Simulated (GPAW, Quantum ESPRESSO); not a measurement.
The C K edge of atom 3 in YNiC2 (Amm2), with 1 C at 1.37 Å, 1 Ni at 1.93 Å and 1 Ni at 1.98 Å (distorted trigonal planar, site symmetry m), was computed in 2 ways: excited-electron core hole (neutral cell) and no core hole. Program and functional: Quantum ESPRESSO XSpectra, LDA, Lorentzian half width 0.3 eV up to 4 eV, rising linearly to 2.5 eV at 25 eV; cells of 4 and 16 atoms (the run without a hole in the smaller).

Each run is counted from its own lowest empty level or Fermi level and scaled to a mean of 1 over its first 20 eV.

```
E (eV)  run 1  run 2
 -2.00   0.04   0.06
 -1.25   0.07   0.10
 -0.50   0.14   0.23
  0.25   0.50   0.92
  1.00   0.80   1.61
  1.75   1.33   1.34
  2.50   0.99   1.02
  3.25   0.88   1.05
  4.00   0.98   1.21
  4.75   1.14   1.52
  5.50   1.54   1.51
  6.25   1.68   1.02
  7.00   1.24   0.72
  7.75   0.84   0.72
  8.50   0.87   0.91
  9.25   0.97   1.03
 10.00   1.03   1.04
 10.75   1.02   1.04
 11.50   1.00   1.05
 12.25   0.97   0.99
 13.00   0.93   0.93
 13.75   0.91   0.88
 14.50   0.90   0.84
 15.25   0.90   0.82
 16.00   0.90   0.80
 16.75   0.91   0.79
 17.50   0.92   0.78
 18.25   0.93   0.77
 19.00   0.94   0.77
 19.75   0.94   0.75
 20.50   0.93   0.72
 21.25   0.91   0.69
 22.00   0.88   0.66
 22.75   0.85   0.64
 23.50   0.83   0.62
 24.25   0.80   0.60
 25.00   0.78   0.58
 25.75   0.75   0.56
 26.50   0.73   0.54
 27.25   0.70   0.53
 28.00   0.68   0.51
 28.75   0.66   0.50
 29.50   0.64   0.49
 30.25   0.63   0.49
 31.00   0.63   0.49
 31.75   0.63   0.49
```

Which run is which?

Run 1: no core hole (area from −2 to 6 eV 6.5, main maxima 1.7 eV (1.33), 6.0 eV (1.73), 10.2 eV (1.04) and 19.5 eV (0.94)). Run 2: excited-electron core hole (neutral cell) (area from −2 to 6 eV 8.1, main maxima 1.3 eV (1.68), 5.1 eV (1.60) and 11.2 eV (1.05)). With each curve scaled to its own mean, the area from −2 to 6 eV with the hole is 8.1 against 6.5, and the centre of weight from −1 to 20 eV moves by -0.8 eV: the hole pulls the absorber's empty states down.

[Banner, clock and machine lines of the logs are left out without a mark of their own.]

[Logs are printed without paths, hosts, clocks, repeated set-up lines and the standing remarks that a program may print on its own settings, such as how far it seeks lower states.]

[Hosts, paths, dates, database ids (printed as entryN), source tags and the programs' standing remarks are cut or masked in the printed files.]

[Lists of maxima count a maximum above −3 eV only where it reaches 4 % of the highest in the window and stands out from its surroundings by 2 % of it (1.5 % where it reaches 55 %); shoulders and weaker maxima are passed over, and of the rest the first, up to two pre-edge ones and the few strongest are named.]
